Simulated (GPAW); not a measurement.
# Polarising ZrGe2P4 monolayer with a field along the normal

The dipole of the cell at several fields, atoms fixed. What does the strongest field give, and what length does the slope stand for?

**Method.** GPAW 26.7.0, plane waves (400 eV), PAW setups, PBE, 9×9 mesh, a dipole layer in the vacuum; geometry relaxed without an applied field with GPAW. The cell's area is 12.09 Å², and e/ε0 = 180.95 V Å.

What came out, but for one run:

```
field (V/Å)  dipole (e Å)
       −0.2       −0.1567
       −0.1       −0.0784
      −0.05       −0.0392
       0.05        0.0392
        0.1        0.0784
        0.2        0.1567
        0.3             ?
```

To predict: What is the dipole at 0.3 V/Å?

A: A line through the 6 points has the slope α = 0.784 e Å per V/Å and the intercept p₀ = 0.0000 e Å (r.m.s. residual 2.8e−05). At 0.3 V/Å it gives p = 0.0000 + 0.784 × 0.3 = 0.2351 e Å; the run gives 0.2351 e Å, so the response stays linear to 0.0 % of the induced part. Dividing by ε0 and the area: α/(ε0 A) = 0.784 × 180.95 / 12.09 = 11.73 Å, against 9.75 Å between the outer nuclei.

**Limits.** This is the electronic response alone; ions that move would add to it in polar layers. No run was spin-polarised, so magnetic states weren't tested.

[Logs are printed without paths, hosts, clocks, repeated set-up lines and the standing remarks that a program may print on its own settings, such as how far it seeks lower states.]
